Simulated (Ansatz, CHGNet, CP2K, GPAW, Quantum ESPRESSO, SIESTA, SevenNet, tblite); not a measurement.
# GPAW on random packing of C71N29 (at. %) (109 atoms): settings against a plane-wave reference, part 2 of 2

Aim: run random packing of C71N29 (at. %) (109 atoms) in GPAW and see how near its forces come to a plane-wave reference, and at what cost.

Program: GPAW 26.7.0; the method stands at each step. Banners, paths, timers and routine set-up lines are dropped from the logs unmarked, and long logs keep their key lines alone; longer cuts are marked.

So far. Step 2 (PBE, LCAO dzp, h 0.18 Å): Forces lie 4.0 % from the reference's, at 0.67 times its CPU time (on 2 against 4 cores). Step 3 (PBE, LCAO szp(dzp), h 0.18 Å): Against the first run (4.0 %), the force difference from the reference is 26 %, at 0.75 times the CPU time (on 1 against 2 cores), with 981 basis functions against 1417: the smaller basis costs accuracy.

### 4. PBE, LCAO dzp, h 0.18 Å, other mixer settings

Method: Kohn-Sham DFT, PBE, PAW, atomic orbitals (dzp).

run.py

```python
import numpy as np
from ase.io import read
from gpaw import GPAW, FermiDirac, Mixer
from ase.parallel import parprint as print

atoms = read("structure.xyz")
atoms.calc = GPAW(
    mode="lcao",
    basis="dzp",
    h=0.18,
    xc="PBE",
    kpts={"size": (1, 1, 1), "gamma": True},
    occupations=FermiDirac(0.05),
    mixer=Mixer(0.03, 7, 100),
    maxiter=200,
    symmetry={"point_group": False},
    txt="gpaw.txt",
)
energy = atoms.get_potential_energy(force_consistent=True)
forces = atoms.get_forces()
print(f"energy {energy:.6f} eV")
print("forces (eV/A)")
for i, (a, f) in enumerate(zip(atoms, forces)):
    print(f"{i:4d} {a.symbol:2s} {f[0]:10.5f} {f[1]:10.5f} {f[2]:10.5f}")
print(f"Fermi level {atoms.calc.get_fermi_level():.4f} eV")
for k in range(len(atoms.calc.get_ibz_k_points())):
    for s in range(atoms.calc.get_number_of_spins()):
        e = atoms.calc.get_eigenvalues(kpt=k, spin=s)
        n = np.searchsorted(e, atoms.calc.get_fermi_level())
        print(f"k {k} spin {s} levels about the Fermi level:", np.round(e[max(n - 6, 0):n], 4).tolist(), "|", np.round(e[n:n + 6], 4).tolist())
```

structure.xyz

```xyz
109
Lattice="9.80880 0.00000 0.00000 0.00000 9.80880 0.00000 0.00000 0.00000 9.80880" Properties=species:S:1:pos:R:3 pbc="T T T"
[... 109 atom lines left out: the same atoms as in the first run ...]
```

Command:

```
$ OMP_NUM_THREADS=1 mpirun -np 4 gpaw python run.py > output.txt
```

The log of the run:

```text
energy -563.769054 eV
forces (eV/A)
   0 C    -0.56278   -0.18382   -1.73478
   1 C     2.12757   -1.91550   -2.47025
   2 C    -1.04698    0.51269   -0.78188
   3 C    -0.75218    3.51363   -0.54613
   4 C     0.75264   -1.53786   -1.01905
   5 C     2.58305    1.48888   -0.23602
[...]
106 N     0.52728    2.23615   -3.83088
 107 N    -2.38238    1.18760   -0.57353
 108 N    -1.57595   -2.65200   -0.41141
Fermi level 6.4102 eV
k 0 spin 0 levels about the Fermi level: [6.2089, 6.2684, 6.3168, 6.3357, 6.3519, 6.4032] | [6.4229, 6.4455, 6.4873, 6.5457, 6.5488, 6.5988]
```

gpaw.txt:

```text
Input parameters:
  mode=LCAO(),
  basis={'default': 'dzp'},
  h=0.18,
  kpts=MonkhorstPack(size=(1, 1, 1), gamma=True),
  maxiter=200,
[... lines left out ...]
  occupations=Occupations(name='fermi-dirac', width=0.05, fixmagmom=False),
[... lines left out ...]
  Fermi-Dirac:
[... lines left out ...]
convergence criteria:
- Maximum [total energy] change in last 3 cyles: 0.0005 eV / valence electron
[... lines left out ...]
Converged in 25 steps
[... lines left out ...]
  Free energy:    -563.769054
[... lines left out ...]
Fermi level: 6.410
[... lines left out ...]
|        ... |               |           |
|        226 |         6.072 |     1.998 |
|        227 |         6.143 |     1.990 |
[...]
|        241 |         6.693 |     0.007 |
|        ... |               |           |
|        284 |         8.561 |     0.000 |
Gap: 0.020 eV
Transition (v -> c):
  (s=0, k=0, n=233, [0.00, 0.00, 0.00]) -> (s=0, k=0, n=234, [0.00, 0.00, 0.00])
No difference between direct/indirect transitions
Force computation time: 7.038  # s
```

Run time: 1.9 min. Hardware: 4 MPI ranks of Arm Neoverse V2, shared host; peak memory 2.3 GiB; 7.5 min of CPU time.

Numbers from this run, and their distance from the reference:

- r.m.s. force component: 1.906 eV/Å
- r.m.s. difference of force components: 80.25 meV/Å
- longest difference of force vectors: 258.3 meV/Å
- force difference over r.m.s. force: 4.138 %
- slope of forces against the reference's: 0.982
- correlation of force components: 0.9993
- energy less the same-level run's: 0.0002 meV/atom
- r.m.s. force difference from the same-level run: 5.15 meV/Å

Against the first run (4.0 %), the force difference from the reference is 4.1 %, at 1.4 times the CPU time (on 4 against 2 cores): another solver or mixer reaches the same state.

### 5. PBE, LCAO dzp, h 0.25 Å

Method: Kohn-Sham DFT, PBE, PAW, atomic orbitals (dzp).

Edit run.py of step 4 so:

```diff
@@ -2,3 +2,3 @@
 from ase.io import read
-from gpaw import GPAW, FermiDirac, Mixer
+from gpaw import GPAW, FermiDirac
 from ase.parallel import parprint as print
@@ -9,3 +9,3 @@
     basis="dzp",
-    h=0.18,
+    h=0.25,
     xc="PBE",
@@ -13,3 +13,2 @@
     occupations=FermiDirac(0.05),
-    mixer=Mixer(0.03, 7, 100),
     maxiter=200,
```

structure.xyz is that of step 4.

Command:

```
$ OMP_NUM_THREADS=1 mpirun -np 2 gpaw python run.py > output.txt
```

The log of the run:

```text
energy -530.207885 eV
forces (eV/A)
   0 C    -0.57202   -0.12387   -1.81382
   1 C     2.08668   -1.92032   -2.50303
   2 C    -1.03975    0.46122   -0.75315
   3 C    -0.71879    3.47071   -0.52023
   4 C     0.73137   -1.49221   -0.98082
   5 C     2.59793    1.50941   -0.22864
[...]
106 N     0.97376    1.31113   -3.11986
 107 N    -1.31862    0.68122   -0.54018
 108 N    -2.49461   -1.54036   -0.92353
Fermi level 6.4267 eV
k 0 spin 0 levels about the Fermi level: [6.2259, 6.2851, 6.3293, 6.3512, 6.3679, 6.4219] | [6.44, 6.462, 6.5037, 6.5604, 6.5683, 6.617]
```

gpaw.txt:

```text
Input parameters:
  mode=LCAO(),
  basis={'default': 'dzp'},
  h=0.25,
  kpts=MonkhorstPack(size=(1, 1, 1), gamma=True),
  maxiter=200,
  occupations=Occupations(name='fermi-dirac', width=0.05, fixmagmom=False),
[... lines left out ...]
  Fermi-Dirac:
[... lines left out ...]
convergence criteria:
- Maximum [total energy] change in last 3 cyles: 0.0005 eV / valence electron
[... lines left out ...]
Converged in 22 steps
[... lines left out ...]
  Free energy:    -530.207885
[... lines left out ...]
Fermi level: 6.427
[... lines left out ...]
|        ... |               |           |
|        226 |         6.087 |     1.998 |
|        227 |         6.160 |     1.990 |
[...]
|        241 |         6.706 |     0.007 |
|        ... |               |           |
|        284 |         8.584 |     0.000 |
Gap: 0.018 eV
Transition (v -> c):
  (s=0, k=0, n=233, [0.00, 0.00, 0.00]) -> (s=0, k=0, n=234, [0.00, 0.00, 0.00])
No difference between direct/indirect transitions
Force computation time: 6.994  # s
```

Elapsed: 96 s, on 2 MPI ranks; peak memory 1.1 GiB.

Numbers from this run, and their distance from the reference:

```yaml
r_m_s_force_component: 1.919 eV/Å
r_m_s_difference_of_force_components: 461.5 meV/Å
longest_difference_of_force_vectors: 2126 meV/Å
force_difference_over_r_m_s_force: 23.8 %
slope_of_forces_against_the_reference_s: 0.9612
correlation_of_force_components: 0.9716
energy_less_the_same_level_run_s: 307.9 meV/atom
r_m_s_force_difference_from_the_same_level_run: 458.2 meV/Å
```

This is a coarse setting, run to see what it loses.

Against the first run (4.0 %), the force difference from the reference is 24 %, at 0.58 times the CPU time: the grid matters here.

The difference per atom is largest on N (1.4 eV/Å on average, against 0.13 on C). The forces add up to 7.4 eV/Å instead of zero, usually a sign of too coarse a grid.

### 6. The ladder

Differences are against the plane-wave reference, forces as r.m.s. over components; share is that over the reference's r.m.s. force, slope the least-squares factor from reference forces to these. Total energies of different programs have different zeros and aren't compared.

```tsv
run	Δ force, r.m.s. (meV/Å)	share (%)	slope	cores	CPU time	memory (GiB)
reference	-	-	-	4	8.1 min	3.1
GPAW PBE, LCAO dzp, h 0.18 Å	78.2	4.03	0.983	2	5.5 min	1.7
GPAW PBE, LCAO szp(dzp), h 0.18 Å (coarse)	507	26.1	0.828	1	4.1 min	1.2
GPAW PBE, LCAO dzp, h 0.18 Å, other mixer settings	80.2	4.14	0.982	4	7.5 min	2.3
GPAW PBE, LCAO dzp, h 0.25 Å (coarse)	461	23.8	0.961	2	3.2 min	1.1
```

Rows marked coarse were listed beforehand as settings not expected to be converged; some can still land near the reference.

CPU time is summed over cores on a shared host, where runs went side by side, so it is rough. Symmetry, cutoffs, thresholds, outputs and thread counts weren't matched or tuned between programs; memory under MPI is the largest rank's times the ranks.

Within one program, basis, potentials and functional, energies share a zero. Each run against its twin at the usual cutoff or grid and solver:

```tsv
run	twin	Δ energy (meV/atom)	Δ force, r.m.s. (meV/Å)	CPU time over the twin's
GPAW PBE, LCAO dzp, h 0.18 Å, other mixer settings	LCAO dzp, h 0.18 Å	2.0e-4	5.15	1.4 (this twin ran on 2 cores)
GPAW PBE, LCAO dzp, h 0.25 Å	LCAO dzp, h 0.18 Å	308	458	0.58
```

### 7. What came out

* nearest in forces: GPAW PBE, LCAO dzp, h 0.18 Å, 4.0 %
* its CPU time: 5.5 min

The PBE runs in local orbitals, coarse settings apart, differ by 4.0 % (GPAW PBE, LCAO dzp, h 0.18 Å) to 4.1 % (GPAW PBE, LCAO dzp, h 0.18 Å, other mixer settings); basis, grid and potentials can all enter. Runs with settings chosen to be coarse differ by 24 % (GPAW PBE, LCAO dzp, h 0.25 Å) to 26 % (GPAW PBE, LCAO szp(dzp), h 0.18 Å), their programs' other errors included. One electronic-structure run takes under half the reference's CPU time: GPAW PBE, LCAO dzp, h 0.25 Å, at 24 % in 3.2 min against 8.1 min. GPAW PBE, LCAO szp(dzp), h 0.18 Å softens the forces by a factor of 0.83 while following their directions (correlation 0.973); the slopes of the 4 GPAW runs lie between 0.83 and 0.98. The reference's stress is far from hydrostatic: its diagonal is -24.5, -27.0, -19.9 GPa, compression counted positive. The reference's pressure of -24 GPa says that the cell would shrink at this level of theory. The electronic-structure runs sample only Γ, in a cell whose shortest periodic width is 10 Å, which is coarse for a cell with partly filled levels.

[Also dropped from logs without a mark: logging warnings of Python, and SIESTA's first energy breakdown and zero terms.]

[Logs are printed without paths, hosts, clocks, repeated set-up lines and the standing remarks that a program may print on its own settings, such as how far it seeks lower states.]

[Hosts, paths, dates, database ids (printed as entryN), source tags and the programs' standing remarks are cut or masked in the printed files.]
